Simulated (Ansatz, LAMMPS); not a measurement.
# A frame of amorphous polycarbonate of ethylene (as short chains C11O9H18) from 300 K (152 atoms) under strain, part 3 of 3

How stiff is a frame of amorphous polycarbonate of ethylene (as short chains C11O9H18) from 300 K (152 atoms), and how do its levels respond to strain?

Ansatz 0.2.0; Kohn-Sham DFT, LDA, PAW (set soft_2), plane waves.

The cell: 44 C, 36 O and 72 H. The network of contacts between molecules at the start is that of the classical potential that made the cell. Sampling is at Γ alone.

So far. Step 9 (Volume -10 %): The relaxation converged after 15 steps, 6.10 eV below its start, with a largest force component of 0.048 eV/Å. Step 9 (Volume -10 %): Volume -10 %: the energy stands 0.503 eV above that of the reference, at a pressure of 1.57 GPa.

## 10. Stretched by 1 % along x

The relaxed cell is strained along x alone, which gives the stiffness along x and its coupling to y and z.

input.yaml reads:

```yaml
crystal:
  lattice:
    - [11.06504, 0.11015, -0.17602]
    - [0.11125, 10.75169, 0.11979]
    - [-0.17778, 0.11979, 11.28177]
  atoms:
    [... the 152 atom lines of step 4 ...]
kpoints:
  mp_grid: { grid: [1, 1, 1] }
hamiltonian:
  xc: lda
scf:
  occupations: { method: fixed }
output:
  forces: true
  eigenvalues: true
  stress: true
relax:
  f_tol: 0.05
  max_steps: 70
```

Command:

```sh
$ ansatz run input.yaml --threads 4 --pin off --max-ram 8192MiB --backend cpu --events-out ev --progress --plain --runs-dir out
```

Numbers of over 12 decimals in the logs are rounded to 6 here.

Log:

```text
[...]
Crystal: 152 atoms, lattice volume = 1341.530 Å³
Basis set: ecut = 420 eV, 26183 PW (Γ)
Bands: 384, of which v1, the nominal top of the filled ones, is band 232 counted from 1 (231 counted from 0)
Symmetry: 1 space group operations
[...]
k-points: 1
[...]
SCF iter   1: F=—  HF=-31790.251195 eV  |F-HF|=—  |Δ(HF+E_count)|=         —  Δρ=1.18e-2  dr2=1.44e0  ethr=1.77e-3  ⟨swp⟩=5.0  Hψ=1322  notcnv=0  defer=148
[...]
SCF iter   6: F=—  HF=-31789.746294 eV  |F-HF|=—  |Δ(HF+E_count)|=   1.85e-5  Δρ=9.44e-5  dr2=1.47e-4  ethr=2.62e-7  ⟨swp⟩=2.0  Hψ=441  notcnv=0  defer=150
SCF iter   7: F=-31789.746311 eV  HF=-31789.746309 eV  |F-HF|=1.55e-6  |Δ(HF+E_count)|=   1.59e-5  Δρ=2.85e-5  dr2=1.20e-5  ethr=1.35e-8  ⟨swp⟩=14.0  Hψ=2695  notcnv=0
SCF 1 converged in 7 iterations: F = -31789.746311 eV  dr2 = 1.20e-5
[...]
relax step   1: F+E_penalty+E_count = -31789.74631103 eV  Δ(F+E_penalty+E_count) = +0.000e0 eV  max|allowed force component| = 7.309e-1 eV/Å  Δτ_max = 0.0000 Å  (7 SCF iters, dr2 threshold 6.25e-5 eV, accepted)
[...]
relax step   2: F+E_penalty+E_count = -31789.83965552 eV  Δ(F+E_penalty+E_count) = -9.334e-2 eV  max|allowed force component| = 1.918e-1 eV/Å  Δτ_max = 0.0574 Å  (5 SCF iters, dr2 threshold 3.34e-5 eV, accepted)
[...]
relax step   3: F+E_penalty+E_count = -31789.85239052 eV  Δ(F+E_penalty+E_count) = -1.273e-2 eV  max|allowed force component| = 7.220e-2 eV/Å  Δτ_max = 0.0299 Å  (8 SCF iters, accepted)
relax step   4: F+E_penalty+E_count = -31789.85400439 eV  Δ(F+E_penalty+E_count) = -1.614e-3 eV  max|allowed force component| = 5.770e-2 eV/Å  Δτ_max = 0.0172 Å  (8 SCF iters, accepted)
[...]
relax step   5: F+E_penalty+E_count = -31789.85502133 eV  Δ(F+E_penalty+E_count) = -1.017e-3 eV  max|allowed force component| = 1.528e-2 eV/Å  Δτ_max = 0.0091 Å  (7 SCF iters, accepted)
SCF converged after 7 iterations
Free energy (F): -31789.855021 eV
[...]
Internal energy: -31789.855021 eV  (E = F + TS)
E sigma→0 (E₀):  -31789.855021 eV
Fermi energy:    -0.350130 eV
[...]
Σ components = -31789.855021   (vs F -31789.855021, Δ=0.00e0)
--- Forces (eV/Å), atoms counted from 1 ---
  atom   1  C     -0.00284720    -0.00220281     0.00166427
  atom   2  O      0.00654983     0.00419119    -0.00239172
  atom   3  C      0.00201549    -0.00180972     0.00283688
  atom   4  O     -0.00366879    -0.00308962    -0.00434218
[...]
atom 152  H     -0.00014466     0.00055528     0.00037148
  max |Σ_I F_I| component: 6.29e-5 eV/Å
--- Stress (GPa, compression-positive) ---
       -0.144094      -0.009769      -0.009578
       -0.009769      -0.091373      -0.009672
       -0.009578      -0.009672      -0.049245
  P = ⅓ Tr σ = -0.0949 GPa (-0.949 kbar)
--- Band table (eV) ---
[...]
--- Relaxed structure (5 steps of the walk, 5 accepted, 0 SCFs on fresh bases) ---
  F+E_penalty+E_count = -31789.85502133 eV   max|allowed force component| = 1.528e-2 eV/Å
  atoms:
    - { symbol: C, position: [0.084506, 0.536815, 0.867009] }
    - { symbol: O, position: [0.089837, 0.463446, 0.763747] }
    - { symbol: C, position: [0.014923, 0.369316, 0.759536] }
    - { symbol: O, position: [0.946235, 0.338323, 0.835631] }
[...]
- { symbol: H, position: [0.143945, 0.078220, 0.739540] }
```

Elapsed: 47 s, on 4 threads of Intel Xeon Platinum 8375C at 2.90GHz (Ice Lake), shared host; peak memory 1.7 GiB; 2.9 min of CPU time.

The relaxation converged after 5 steps, 0.109 eV below its start, with a largest force component of 0.015 eV/Å.

Stretched by 1 % along x: the energy stands 0.00389 eV above that of the reference, at a pressure of -0.0949 GPa.

## 11. Compressed by 1 % along x

The relaxed cell is strained along x alone, which gives the stiffness along x and its coupling to y and z.

input.yaml, the sections that differ from step 10:

```yaml
crystal:
  lattice:
    - [10.84594, 0.11015, -0.17602]
    - [0.10905, 10.75169, 0.11979]
    - [-0.17426, 0.11979, 11.28177]
  atoms:
    [... the 152 atom lines of step 4 ...]
# kpoints, hamiltonian, scf, output, relax: as in step 10
```

Log:

```text
[...]
Crystal: 152 atoms, lattice volume = 1314.966 Å³
Basis set: ecut = 420 eV, 25659 PW (Γ)
Bands: 384, of which v1, the nominal top of the filled ones, is band 232 counted from 1 (231 counted from 0)
Symmetry: 1 space group operations
[...]
k-points: 1
[...]
SCF iter   1: F=—  HF=-31790.255716 eV  |F-HF|=—  |Δ(HF+E_count)|=         —  Δρ=1.21e-2  dr2=1.46e0  ethr=1.77e-3  ⟨swp⟩=5.0  Hψ=1329  notcnv=0  defer=148
[...]
SCF iter   6: F=—  HF=-31789.742004 eV  |F-HF|=—  |Δ(HF+E_count)|=   2.79e-5  Δρ=9.18e-5  dr2=1.33e-4  ethr=2.40e-7  ⟨swp⟩=2.0  Hψ=450  notcnv=0  defer=150
SCF iter   7: F=-31789.742020 eV  HF=-31789.742018 eV  |F-HF|=1.47e-6  |Δ(HF+E_count)|=   1.48e-5  Δρ=2.76e-5  dr2=1.07e-5  ethr=1.35e-8  ⟨swp⟩=14.0  Hψ=2736  notcnv=0
SCF 1 converged in 7 iterations: F = -31789.742020 eV  dr2 = 1.07e-5
[...]
relax step   1: F+E_penalty+E_count = -31789.74201989 eV  Δ(F+E_penalty+E_count) = +0.000e0 eV  max|allowed force component| = 7.707e-1 eV/Å  Δτ_max = 0.0000 Å  (7 SCF iters, dr2 threshold 6.25e-5 eV, accepted)
[...]
relax step   2: F+E_penalty+E_count = -31789.83527344 eV  Δ(F+E_penalty+E_count) = -9.325e-2 eV  max|allowed force component| = 1.984e-1 eV/Å  Δτ_max = 0.0492 Å  (5 SCF iters, dr2 threshold 3.71e-5 eV, accepted)
[...]
relax step   3: F+E_penalty+E_count = -31789.84688789 eV  Δ(F+E_penalty+E_count) = -1.161e-2 eV  max|allowed force component| = 6.961e-2 eV/Å  Δτ_max = 0.0325 Å  (8 SCF iters, accepted)
relax step   4: F+E_penalty+E_count = -31789.81269287 eV  Δ(F+E_penalty+E_count) = +3.420e-2 eV  max|allowed force component| = 3.428e-1 eV/Å  Δτ_max = 0.1236 Å  (9 SCF iters, rejected (line search))
relax step   5: F+E_penalty+E_count = -31789.84930651 eV  Δ(F+E_penalty+E_count) = -2.419e-3 eV  max|allowed force component| = 5.025e-2 eV/Å  Δτ_max = 0.0266 Å  (9 SCF iters, accepted)
[...]
relax step   6: F+E_penalty+E_count = -31789.85015849 eV  Δ(F+E_penalty+E_count) = -8.520e-4 eV  max|allowed force component| = 2.903e-2 eV/Å  Δτ_max = 0.0109 Å  (7 SCF iters, accepted)
SCF converged after 7 iterations
Free energy (F): -31789.850158 eV
[...]
Internal energy: -31789.850158 eV  (E = F + TS)
E sigma→0 (E₀):  -31789.850158 eV
Fermi energy:    -0.187062 eV
[...]
Σ components = -31789.850158   (vs F -31789.850158, Δ=0.00e0)
--- Forces (eV/Å), atoms counted from 1 ---
  atom   1  C      0.00275954     0.00280707    -0.00030091
  atom   2  O     -0.01228373    -0.00241574     0.00434879
  atom   3  C      0.01294569     0.00962128    -0.00671247
  atom   4  O     -0.00269627    -0.00243675     0.00171040
[...]
atom 152  H      0.00091927     0.00410940    -0.00012376
  max |Σ_I F_I| component: 7.45e-5 eV/Å
--- Stress (GPa, compression-positive) ---
        0.222613      -0.012750      -0.019721
       -0.012750       0.047426      -0.006836
       -0.019722      -0.006836       0.067018
  P = ⅓ Tr σ = 0.1124 GPa (1.124 kbar)
--- Band table (eV) ---
[...]
--- Relaxed structure (6 steps of the walk, 5 accepted, 0 SCFs on fresh bases) ---
  F+E_penalty+E_count = -31789.85015849 eV   max|allowed force component| = 2.903e-2 eV/Å
  atoms:
    - { symbol: C, position: [0.086168, 0.534567, 0.869379] }
    - { symbol: O, position: [0.089404, 0.462454, 0.765265] }
    - { symbol: C, position: [0.014911, 0.366530, 0.762765] }
    - { symbol: O, position: [0.948793, 0.332836, 0.841139] }
[...]
- { symbol: H, position: [0.146656, 0.081790, 0.740128] }
```

It took 55 s on 4 threads; peak memory 1.7 GiB.

The relaxation converged after 6 steps, 0.108 eV below its start, with a largest force component of 0.029 eV/Å.

Compressed by 1 % along x: the energy stands 0.00875 eV above that of the reference, at a pressure of 0.112 GPa.

## 12. Sheared by 2 % in xy

A shear of the relaxed cell gives the modulus that volume changes can't reach.

input.yaml, the sections that differ from step 11:

```yaml
crystal:
  lattice:
    - [10.95659, 0.2197, -0.17602]
    - [0.21767, 10.75279, 0.11979]
    - [-0.17482, 0.11803, 11.28177]
  atoms:
    [... the 152 atom lines of step 4 ...]
# kpoints, hamiltonian, scf, output, relax: as in step 11
```

Log:

```text
[...]
Crystal: 152 atoms, lattice volume = 1328.115 Å³
Basis set: ecut = 420 eV, 25915 PW (Γ)
Bands: 384, of which v1, the nominal top of the filled ones, is band 232 counted from 1 (231 counted from 0)
Symmetry: 1 space group operations
[...]
k-points: 1
[...]
SCF iter   1: F=—  HF=-31790.153136 eV  |F-HF|=—  |Δ(HF+E_count)|=         —  Δρ=1.20e-2  dr2=1.44e0  ethr=1.77e-3  ⟨swp⟩=5.0  Hψ=1324  notcnv=0  defer=148
[...]
SCF iter   6: F=—  HF=-31789.644289 eV  |F-HF|=—  |Δ(HF+E_count)|=   1.64e-5  Δρ=9.40e-5  dr2=1.43e-4  ethr=2.55e-7  ⟨swp⟩=2.0  Hψ=438  notcnv=0  defer=150
SCF iter   7: F=-31789.644305 eV  HF=-31789.644304 eV  |F-HF|=1.33e-6  |Δ(HF+E_count)|=   1.48e-5  Δρ=2.87e-5  dr2=1.18e-5  ethr=1.35e-8  ⟨swp⟩=14.0  Hψ=2628  notcnv=0
SCF 1 converged in 7 iterations: F = -31789.644305 eV  dr2 = 1.18e-5
[...]
relax step   1: F+E_penalty+E_count = -31789.64430508 eV  Δ(F+E_penalty+E_count) = +0.000e0 eV  max|allowed force component| = 7.552e-1 eV/Å  Δτ_max = 0.0000 Å  (7 SCF iters, dr2 threshold 6.25e-5 eV, accepted)
[...]
relax step   2: F+E_penalty+E_count = -31789.82386735 eV  Δ(F+E_penalty+E_count) = -1.796e-1 eV  max|allowed force component| = 2.092e-1 eV/Å  Δτ_max = 0.0631 Å  (6 SCF iters, dr2 threshold 3.56e-5 eV, accepted)
[...]
relax step   3: F+E_penalty+E_count = -31789.84498687 eV  Δ(F+E_penalty+E_count) = -2.112e-2 eV  max|allowed force component| = 1.101e-1 eV/Å  Δτ_max = 0.0423 Å  (7 SCF iters, dr2 threshold 2.73e-6 eV, accepted)
relax step   4: F+E_penalty+E_count = -31789.84769810 eV  Δ(F+E_penalty+E_count) = -2.711e-3 eV  max|allowed force component| = 8.386e-2 eV/Å  Δτ_max = 0.0247 Å  (8 SCF iters, accepted)
[...]
relax step   5: F+E_penalty+E_count = -31789.84922198 eV  Δ(F+E_penalty+E_count) = -1.524e-3 eV  max|allowed force component| = 2.366e-2 eV/Å  Δτ_max = 0.0150 Å  (7 SCF iters, accepted)
SCF converged after 7 iterations
Free energy (F): -31789.849222 eV
[...]
Internal energy: -31789.849222 eV  (E = F + TS)
E sigma→0 (E₀):  -31789.849222 eV
Fermi energy:    -0.273341 eV
[...]
Σ components = -31789.849222   (vs F -31789.849222, Δ=0.00e0)
--- Forces (eV/Å), atoms counted from 1 ---
  atom   1  C     -0.00599876     0.00312649     0.00362720
  atom   2  O      0.00159028     0.00597593     0.00153097
  atom   3  C      0.00610083    -0.00308325     0.00360313
  atom   4  O     -0.00200094    -0.00475729    -0.00405513
[...]
atom 152  H      0.00092875    -0.00126212     0.00051096
  max |Σ_I F_I| component: 1.06e-4 eV/Å
--- Stress (GPa, compression-positive) ---
        0.009589      -0.091974      -0.005598
       -0.091975       0.000518       0.002953
       -0.005598       0.002953       0.012332
  P = ⅓ Tr σ = 0.0075 GPa (0.075 kbar)
--- Band table (eV) ---
[...]
--- Relaxed structure (5 steps of the walk, 5 accepted, 0 SCFs on fresh bases) ---
  F+E_penalty+E_count = -31789.84922198 eV   max|allowed force component| = 2.366e-2 eV/Å
  atoms:
    - { symbol: C, position: [0.088011, 0.535460, 0.867036] }
    - { symbol: O, position: [0.091329, 0.462431, 0.763400] }
    - { symbol: C, position: [0.016275, 0.369209, 0.760473] }
    - { symbol: O, position: [0.949624, 0.338084, 0.838348] }
[...]
- { symbol: H, position: [0.140616, 0.081042, 0.742672] }
```

The job ended after 44 s (4 threads; peak memory 1.7 GiB; 2.7 min of CPU time).

The relaxation converged after 5 steps, 0.205 eV below its start, with a largest force component of 0.024 eV/Å.

Sheared by 2 % in xy: the energy stands 0.00969 eV above that of the reference, at a pressure of 0.00748 GPa.

## 13. Pressure against volume

Atoms are relaxed at each volume, in the scaled cell.

| volume change (%) | volume (Å³/atom) | energy change (meV/atom) | pressure (GPa) | largest move on relaxing (Å) | bonds | gap (eV) |
| --- | --- | --- | --- | --- | --- | --- |
| -10 | 7.865 | 3.31 | 1.57 | 0.69 | 148 | 5.69 |
| -6 | 8.214 | 1.00 | 0.76 | 0.22 | 148 | 5.69 |
| -3 | 8.476 | 0.16 | 0.29 | 0.11 | 148 | 5.73 |
| +0 | 8.738 | 0.00 | -0.02 | - | 148 | 5.76 |
| +3 | 9.001 | 0.15 | -0.25 | 0.12 | 148 | 5.76 |
| +6 | 9.263 | 0.64 | -0.44 | 0.23 | 148 | 5.74 |

## 14. Uniaxial strain and shear

Stress (GPa, compression positive) less that of the relaxed cell, atoms relaxed:

| strain | xx | yy | zz | xy | energy change (meV/atom) |
| --- | --- | --- | --- | --- | --- |
| stretched by 1 % along x | -0.133 | -0.052 | -0.047 | 0.000 | 0.03 |
| compressed by 1 % along x | 0.234 | 0.087 | 0.069 | -0.003 | 0.06 |
| sheared by 2 % in xy | 0.021 | 0.040 | 0.014 | -0.082 | 0.06 |

## 15. What came out

The bulk modulus, from the slope of pressure against ln V over the three points nearest the relaxed volume, is 9.11 GPa; a quadratic over all points gives a pressure derivative of about 10. At -10 % some atom moved by over 0.5 Å on relaxing, so that point may sit in another local minimum. The curvature of the energy over the same three points gives 6.40 GPa instead, so stress and energy disagree and the modulus is uncertain by that much. The gap goes from 5.69 eV at the smallest volume to 5.74 eV at the largest, not monotonically (lowest 5.69, highest 5.76 eV), on the run's k-points. Stretch and compression disagree (xx stress changes of -0.13 and 0.23 GPa), so C11 is only a mean of unlike responses. In the Cartesian axes of the cell, finite differences give C11 = 18.3, C12 = 6.94, C13 = 5.81 and C66 = 4.10 GPa (the shear of 2 % is the engineering strain, εxy = 0.01).

**Limits.** Strains are finite and relaxations stop at the force tolerance of the input, which can leave moduli too stiff; they are those of a static cell at zero temperature. Volumes are changed with the cell's shape held, so in an anisotropic solid the modulus lies over the one under free hydrostatic load. The program notes that the SCF threshold of the relaxations is loose for the stress. The reference functional has no dispersion term, which matters for the binding between molecules or layers, where LDA binds through overlap of densities alone.

The DFT runs together took 15 min of wall time.

[Logs are printed without paths, hosts, clocks, repeated set-up lines and the standing remarks that a program may print on its own settings, such as how far it seeks lower states.]

[Hosts, paths, dates, database ids (printed as entryN), source tags and the programs' standing remarks are cut or masked in the printed files.]
